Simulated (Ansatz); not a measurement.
# Work function of Co(0001): what the settings cost and change, part 2 of 2

How far do cutoff, k-mesh and smearing move the work function of Co(0001)?

Ansatz 0.2.0; plane-wave DFT, PBE, Ansatz PAW.

So far, work function, upper face (eV): step 2 (run, setting cutoff 200 eV) 6.03; step 3 (run) 4.99; step 4 (slab) 4.98.

## 5. Slab

input.yaml reads:

```yaml
crystal:
  lattice:
    - [2.51, 0.0, 0.0]
    - [1.255, 2.1737237635, 0.0]
    - [0.0, 0.0, 30.21366]
  atoms:
    - { symbol: Co, position: [0.0, 0.0, 0.2978785093], spin: 1.7 }
    - { symbol: Co, position: [0.6666666667, 0.6666666667, 0.3652523395], spin: 1.7 }
    - { symbol: Co, position: [0.0, 0.0, 0.4326261698], spin: 1.7 }
    - { symbol: Co, position: [0.6666666667, 0.6666666667, 0.5], spin: 1.7 }
    - { symbol: Co, position: [0.0, 0.0, 0.5673738302], spin: 1.7 }
    - { symbol: Co, position: [0.6666666667, 0.6666666667, 0.6347476605], spin: 1.7 }
    - { symbol: Co, position: [0.0, 0.0, 0.7021214907], spin: 1.7 }
magnetization:
  spin_polarized: true
kpoints:
  mp_grid: { grid: [19, 19, 1] }
hamiltonian:
  xc: pbe
scf:
  occupations: { method: fermi_dirac, width: 0.1 }
  convergence: { dr2_threshold: 1.0e-09 }
efield:
  axis: 3
  dipole_correction: true
  ramp_position: 0.97
  ramp_width: 0.06
basis:
  ecutwfc: "600 eV"
output:
  write_potential: true
  write_density: true
  volumetric_format: npy
```

Started as:

```
> ansatz run input.yaml --threads 4 --pin off --max-ram 6144MiB --backend cpu --events-out ev --progress --plain --runs-dir out
```

Numbers of over 12 decimals in the logs are rounded to 6 here.

Output:

```text
[...]
Crystal: 7 atoms, lattice volume = 164.847 Å³
Basis set: ecut = 600 eV, 5317 PW (Γ)
Bands: 79, of which v1, the nominal top of the filled ones, is band 60 counted from 1 (59 counted from 0)
Symmetry: 6 space group operations
k-points: 40 of 361 (time reversal used)
[...]
k-point 1 ↑: bands = [... 56 lower, 4.2234, 4.3075, 4.3116, 4.5684, 4.5812, 4.7109, 4.8090, 4.8093, ... 15 higher]
  k-point 2 ↑: bands = [... 56 lower, 4.0753, 4.1886, 4.2818, 4.3870, 4.5250, 4.5441, 4.7692, 4.7948, ... 15 higher]
  k-point 39 ↓: bands = [... 56 lower, 6.7803, 6.9015, 6.9485, 6.9850, 7.0199, 7.0827, 7.0894, 10.7908, ... 15 higher]
[key lines of the parts left out:]
SCF converged after 18 iterations
Magnetization: 11.7356 μB (65.3678 up, 53.6322 down)
Free energy (F): -35881.678862 eV
Fermi energy:    6.020165 eV
Dipole field:    D = 0.000001 V/Å  (p = 0.000001 e·Å, saw-weighted, corrected)
Work function:   Φ+ = 4.9832 eV   Φ− = 4.9833 eV
```

Elapsed: 3.7 min, on 4 threads of Arm Neoverse N1, shared host; peak memory 2 GiB; 14 min of CPU time.

The work function is 4.983 eV, -0.000 eV from the run “cutoff 420 eV”, at 1.8 times its CPU time.

## 6. Slab

input.yaml, as its differences from that of step 5:

```diff
@@ -16,3 +16,3 @@
 kpoints:
-  mp_grid: { grid: [19, 19, 1] }
+  mp_grid: { grid: [3, 3, 1] }
 hamiltonian:
@@ -27,4 +27,2 @@
   ramp_width: 0.06
-basis:
-  ecutwfc: "600 eV"
 output:
```

Output:

```text
[...]
Crystal: 7 atoms, lattice volume = 164.847 Å³
Basis set: ecut = 420 eV, 3239 PW (Γ)
Bands: 79, of which v1, the nominal top of the filled ones, is band 60 counted from 1 (59 counted from 0)
Symmetry: 6 space group operations
k-points: 3 of 9 (time reversal used)
[...]
k-point 1 ↑: bands = [... 56 lower, 4.5004, 4.5334, 4.5834, 4.6369, 4.6648, 4.6940, 4.7667, 4.7992, ... 15 higher]
  k-point 2 ↑: bands = [... 56 lower, 4.4413, 4.7266, 4.8011, 4.8061, 4.8620, 4.8871, 4.9256, 10.3784, ... 15 higher]
  k-point 2 ↓: bands = [... 56 lower, 6.7873, 6.9469, 6.9606, 6.9722, 7.0170, 7.0532, 7.0744, 11.3697, ... 15 higher]
[key lines of the parts left out:]
SCF converged after 19 iterations
Magnetization: 13.9001 μB (66.4501 up, 52.5499 down)
Free energy (F): -35881.684343 eV
Fermi energy:    5.917971 eV
Dipole field:    D = 0.000000 V/Å  (p = 0.000000 e·Å, saw-weighted, corrected)
Work function:   Φ+ = 5.0625 eV   Φ− = 5.0625 eV
```

Elapsed: 11 s, on 4 threads; peak memory 0.57 GiB.

The work function is 5.062 eV, +0.079 eV from the run “cutoff 420 eV”, at 0.082 times its CPU time.

## 7. Slab

input.yaml, as its differences from that of step 6:

```diff
@@ -16,3 +16,3 @@
 kpoints:
-  mp_grid: { grid: [3, 3, 1] }
+  mp_grid: { grid: [6, 6, 1] }
 hamiltonian:
```

Output:

```text
[...]
Crystal: 7 atoms, lattice volume = 164.847 Å³
Basis set: ecut = 420 eV, 3239 PW (Γ)
Bands: 79, of which v1, the nominal top of the filled ones, is band 60 counted from 1 (59 counted from 0)
Symmetry: 6 space group operations
k-points: 7 of 36 (time reversal used)
[...]
k-point 1 ↑: bands = [... 56 lower, 4.0998, 4.1502, 4.2657, 4.2918, 4.5194, 4.5309, 4.7722, 4.9106, ... 15 higher]
  k-point 2 ↑: bands = [... 56 lower, 4.8188, 4.8220, 4.8589, 4.9440, 4.9556, 4.9842, 5.0004, 5.0963, ... 15 higher]
  k-point 6 ↓: bands = [... 56 lower, 6.7929, 6.9229, 6.9446, 6.9676, 6.9778, 7.0441, 7.0491, 11.3284, ... 15 higher]
[key lines of the parts left out:]
SCF converged after 17 iterations
Magnetization: 11.7113 μB (65.3556 up, 53.6444 down)
Free energy (F): -35881.808335 eV
Fermi energy:    6.008375 eV
Dipole field:    D = 0.000006 V/Å  (p = 0.000005 e·Å, saw-weighted, corrected)
Work function:   Φ+ = 4.9974 eV   Φ− = 4.9976 eV
```

It took 21 s on 4 threads; peak memory 0.65 GiB; 78 s of CPU time.

The work function is 4.997 eV, +0.014 eV from the run “cutoff 420 eV”, at 0.17 times its CPU time.

## 8. Slab

input.yaml, as its differences from that of step 7:

```diff
@@ -16,3 +16,3 @@
 kpoints:
-  mp_grid: { grid: [6, 6, 1] }
+  mp_grid: { grid: [13, 13, 1] }
 hamiltonian:
```

Output:

```text
[...]
Crystal: 7 atoms, lattice volume = 164.847 Å³
Basis set: ecut = 420 eV, 3239 PW (Γ)
Bands: 79, of which v1, the nominal top of the filled ones, is band 60 counted from 1 (59 counted from 0)
Symmetry: 6 space group operations
k-points: 21 of 169 (time reversal used)
[...]
k-point 1 ↑: bands = [... 56 lower, 4.1634, 4.2913, 4.3181, 4.5265, 4.5775, 4.6180, 4.7688, 4.8239, ... 15 higher]
  k-point 2 ↑: bands = [... 56 lower, 4.0551, 4.1125, 4.2942, 4.2958, 4.5406, 4.5442, 4.8001, 4.8965, ... 15 higher]
  k-point 20 ↓: bands = [... 56 lower, 6.7569, 6.8833, 6.9512, 6.9889, 7.0461, 7.1108, 7.1155, 10.4449, ... 15 higher]
[key lines of the parts left out:]
SCF converged after 19 iterations
Magnetization: 11.5538 μB (65.2769 up, 53.7231 down)
Free energy (F): -35881.661667 eV
Fermi energy:    6.032277 eV
Dipole field:    D = 0.000005 V/Å  (p = 0.000005 e·Å, saw-weighted, corrected)
Work function:   Φ+ = 4.9719 eV   Φ− = 4.9721 eV
```

The job ended after 69 s (4 threads; peak memory 0.94 GiB).

The work function is 4.972 eV, -0.012 eV from the run “cutoff 420 eV”, at 0.57 times its CPU time.

## 9. Run

input.yaml, as its differences from that of step 8:

```diff
@@ -16,3 +16,3 @@
 kpoints:
-  mp_grid: { grid: [13, 13, 1] }
+  mp_grid: { grid: [28, 28, 1] }
 hamiltonian:
```

Output:

```text
[...]
Crystal: 7 atoms, lattice volume = 164.847 Å³
Basis set: ecut = 420 eV, 3239 PW (Γ)
Bands: 79, of which v1, the nominal top of the filled ones, is band 60 counted from 1 (59 counted from 0)
Symmetry: 6 space group operations
k-points: 80 of 784 (time reversal used)
[...]
k-point 1 ↑: bands = [... 56 lower, 4.3082, 4.3252, 4.3255, 4.5801, 4.5966, 4.7870, 4.8195, 4.8990, ... 15 higher]
  k-point 2 ↑: bands = [... 56 lower, 4.1650, 4.2895, 4.3081, 4.5376, 4.5671, 4.6283, 4.7600, 4.8122, ... 15 higher]
  k-point 79 ↓: bands = [... 56 lower, 6.7909, 6.9126, 6.9449, 6.9819, 7.0005, 7.0661, 7.0733, 11.0251, ... 15 higher]
[key lines of the parts left out:]
SCF converged after 18 iterations
Magnetization: 11.6864 μB (65.3432 up, 53.6568 down)
Free energy (F): -35881.654024 eV
Fermi energy:    6.024117 eV
Dipole field:    D = 0.000000 V/Å  (p = 0.000000 e·Å, saw-weighted, corrected)
Work function:   Φ+ = 4.9814 eV   Φ− = 4.9814 eV
```

Wall time 4.1 min (4 threads); peak memory 2.1 GiB; 16 min of CPU time.

The work function is 4.981 eV, -0.002 eV from the run “cutoff 420 eV”, at 2.1 times its CPU time.

## 10. Run

input.yaml, as its differences from that of step 9:

```diff
@@ -16,3 +16,3 @@
 kpoints:
-  mp_grid: { grid: [28, 28, 1] }
+  mp_grid: { grid: [19, 19, 1] }
 hamiltonian:
@@ -20,3 +20,3 @@
 scf:
-  occupations: { method: fermi_dirac, width: 0.1 }
+  occupations: { method: gaussian, width: 0.05 }
   convergence: { dr2_threshold: 1.0e-09 }
```

Output:

```text
[...]
Crystal: 7 atoms, lattice volume = 164.847 Å³
Basis set: ecut = 420 eV, 3239 PW (Γ)
Bands: 79, of which v1, the nominal top of the filled ones, is band 60 counted from 1 (59 counted from 0)
Symmetry: 6 space group operations
k-points: 40 of 361 (time reversal used)
[...]
k-point 1 ↑: bands = [... 56 lower, 4.2215, 4.2973, 4.3011, 4.5591, 4.5742, 4.7041, 4.8011, 4.8014, ... 15 higher]
  k-point 2 ↑: bands = [... 56 lower, 4.0680, 4.1794, 4.2711, 4.3819, 4.5187, 4.5348, 4.7615, 4.7872, ... 15 higher]
  k-point 39 ↓: bands = [... 56 lower, 6.7835, 6.9081, 6.9538, 6.9898, 7.0272, 7.0897, 7.0987, 10.7989, ... 15 higher]
[key lines of the parts left out:]
SCF converged after 20 iterations
Magnetization: 11.8204 μB (65.4102 up, 53.5898 down)
Free energy (F): -35881.536435 eV
Fermi energy:    6.011271 eV
Dipole field:    D = 0.000001 V/Å  (p = 0.000001 e·Å, saw-weighted, corrected)
Work function:   Φ+ = 4.9907 eV   Φ− = 4.9908 eV
```

Wall time 2.1 min (4 threads); peak memory 1.3 GiB; 8.4 min of CPU time.

The work function is 4.991 eV, +0.007 eV from the run “cutoff 420 eV”, at 1.1 times its CPU time.

## 11. Run

input.yaml, as its differences from that of step 10:

```diff
@@ -20,3 +20,3 @@
 scf:
-  occupations: { method: gaussian, width: 0.05 }
+  occupations: { method: methfessel_paxton, width: 0.2 }
   convergence: { dr2_threshold: 1.0e-09 }
```

Output:

```text
[...]
Crystal: 7 atoms, lattice volume = 164.847 Å³
Basis set: ecut = 420 eV, 3239 PW (Γ)
Bands: 79, of which v1, the nominal top of the filled ones, is band 60 counted from 1 (59 counted from 0)
Symmetry: 6 space group operations
k-points: 40 of 361 (time reversal used)
[...]
k-point 1 ↑: bands = [... 56 lower, 4.2198, 4.2962, 4.3000, 4.5570, 4.5718, 4.7042, 4.8003, 4.8009, ... 15 higher]
  k-point 2 ↑: bands = [... 56 lower, 4.0666, 4.1793, 4.2701, 4.3807, 4.5178, 4.5329, 4.7591, 4.7866, ... 15 higher]
  k-point 39 ↓: bands = [... 56 lower, 6.7799, 6.9031, 6.9496, 6.9844, 7.0216, 7.0843, 7.0935, 10.7939, ... 15 higher]
[key lines of the parts left out:]
SCF converged after 24 iterations
Magnetization: 11.7906 μB (65.3953 up, 53.6047 down)
Free energy (F): -35881.533515 eV
Fermi energy:    6.011273 eV
Dipole field:    D = -0.000000 V/Å  (p = -0.000000 e·Å, saw-weighted, corrected)
Work function:   Φ+ = 4.9939 eV   Φ− = 4.9939 eV
```

The job ended after 2.4 min (4 threads; peak memory 1.3 GiB).

The work function is 4.994 eV, +0.010 eV from the run “cutoff 420 eV”, at 1.2 times its CPU time.

## 12. Slab

input.yaml, as its differences from that of step 11:

```diff
@@ -20,3 +20,3 @@
 scf:
-  occupations: { method: methfessel_paxton, width: 0.2 }
+  occupations: { method: fermi_dirac, width: 0.3 }
   convergence: { dr2_threshold: 1.0e-09 }
```

Output:

```text
band count auto-derived: 85 (N_el = 119.0; filled up to band 60; 79 by the electrons, moments and atoms)
[...]
Crystal: 7 atoms, lattice volume = 164.847 Å³
Basis set: ecut = 420 eV, 3239 PW (Γ)
Bands: 85, of which v1, the nominal top of the filled ones, is band 60 counted from 1 (59 counted from 0)
[...]
k-point 1 ↑: bands = [... 56 lower, 4.2813, 4.4162, 4.4225, 4.6809, 4.6840, 4.7992, 4.9043, 4.9163, ... 21 higher]
  k-point 2 ↑: bands = [... 56 lower, 4.1788, 4.2820, 4.3912, 4.4734, 4.6187, 4.6559, 4.8750, 4.9015, ... 21 higher]
  k-point 39 ↓: bands = [... 56 lower, 6.6995, 6.7912, 6.8324, 6.8868, 6.9062, 6.9630, 6.9670, 10.7251, ... 21 higher]
[key lines of the parts left out:]
SCF converged after 25 iterations
Magnetization: 10.5576 μB (64.7788 up, 54.2212 down)
Free energy (F): -35882.833238 eV
Fermi energy:    6.032308 eV
Dipole field:    D = 0.000006 V/Å  (p = 0.000005 e·Å, saw-weighted, corrected)
Work function:   Φ+ = 4.9833 eV   Φ− = 4.9835 eV
```

Elapsed: 3.1 min, on 4 threads; peak memory 1.4 GiB.

The work function is 4.983 eV, -0.000 eV from the run “cutoff 420 eV”, at 1.5 times its CPU time.

## 13. Run

input.yaml, as its differences from that of step 12:

```diff
@@ -20,3 +20,3 @@
 scf:
-  occupations: { method: fermi_dirac, width: 0.3 }
+  occupations: { method: cold, width: 0.1 }
   convergence: { dr2_threshold: 1.0e-09 }
```

Output:

```text
[...]
Crystal: 7 atoms, lattice volume = 164.847 Å³
Basis set: ecut = 420 eV, 3239 PW (Γ)
Bands: 79, of which v1, the nominal top of the filled ones, is band 60 counted from 1 (59 counted from 0)
Symmetry: 6 space group operations
k-points: 40 of 361 (time reversal used)
[...]
k-point 1 ↑: bands = [... 56 lower, 4.2251, 4.3021, 4.3059, 4.5629, 4.5778, 4.7094, 4.8057, 4.8061, ... 15 higher]
  k-point 2 ↑: bands = [... 56 lower, 4.0720, 4.1848, 4.2759, 4.3861, 4.5232, 4.5387, 4.7649, 4.7918, ... 15 higher]
  k-point 39 ↓: bands = [... 56 lower, 6.7858, 6.9091, 6.9555, 6.9911, 7.0286, 7.0903, 7.0998, 10.8009, ... 15 higher]
[key lines of the parts left out:]
SCF converged after 31 iterations
Magnetization: 11.7957 μB (65.3979 up, 53.6021 down)
Free energy (F): -35881.531124 eV
Fermi energy:    6.015178 eV
Dipole field:    D = 0.000003 V/Å  (p = 0.000003 e·Å, saw-weighted, corrected)
Work function:   Φ+ = 4.9843 eV   Φ− = 4.9844 eV
```

Run time: 2.8 min. Hardware: 4 threads; peak memory 1.3 GiB.

The work function is 4.984 eV, +0.001 eV from the run “cutoff 420 eV”, at 1.4 times its CPU time.

## 14. Comparing the runs

Times are for 4 threads of Arm Neoverse N1, shared host. The runs compared:

```
no.                            setting  work function, upper face (eV)     time  memory (GiB)
  1                      cutoff 200 eV                           6.028     60 s          0.66
  2                      cutoff 300 eV                           4.994     92 s          0.92
  3                      cutoff 420 eV                           4.984    2 min           1.3
  4                      cutoff 600 eV                           4.983  3.7 min           2.0
  5                           mesh 3x3                           5.062     11 s          0.57
  6                           mesh 6x6                           4.997     21 s          0.65
  7                         mesh 13x13                           4.972     69 s          0.94
  8                         mesh 28x28                           4.981  4.1 min           2.1
  9          Gaussian smearing 0.05 eV                           4.991  2.1 min           1.3
 10  methfessel_paxton smearing 0.2 eV                           4.994  2.4 min           1.3
 11        fermi_dirac smearing 0.3 eV                           4.983  3.1 min           1.4
 12               cold smearing 0.1 eV                           4.984  2.8 min           1.3
```

## 15. Results

```
work function, cutoff 200 eV : 6.028 eV
work function, cutoff 420 eV : 4.984 eV
work function, cutoff 600 eV : 4.983 eV
work function, mesh 13x13    : 4.972 eV
```

What this shows: The run at the highest cutoff gives 4.98 eV, and the settings tried spread the value from 4.97 to 6.03 eV. Against 600 eV, a cutoff of 200 eV is off by +1.045 eV. Against 600 eV, a cutoff of 420 eV is off by +0.000 eV. Against the finest mesh, 28 points along a, the coarser ones are off by +0.08 (3), +0.02 (6) and -0.01 (13) eV. The smearing schemes and widths spread it over 0.01 eV. The program marks the value as in doubt in “cutoff 200 eV”. The ladder's slabs use the tabulated experimental lattice constant (two decimals; a low-temperature value for the alkali metals). The magnetic order is the one reached from the typed start; other orders were not compared. In 2 runs of the series (cutoff 200 eV and cutoff 300 eV) the program warns that electrons reach the sawtooth's ramp, which makes dipole and work function less sure.

[Logs are printed without paths, hosts, clocks, repeated set-up lines and the standing remarks that a program may print on its own settings, such as how far it seeks lower states.]

[Hosts, paths, dates, database ids (printed as entryN), source tags and the programs' standing remarks are cut or masked in the printed files.]

[Maps of the electrostatic potential energy from Ansatz leave out the sawtooth potential of an applied field or a dipole correction, so their vacuum need not be flat; planar profiles and work functions include it.]
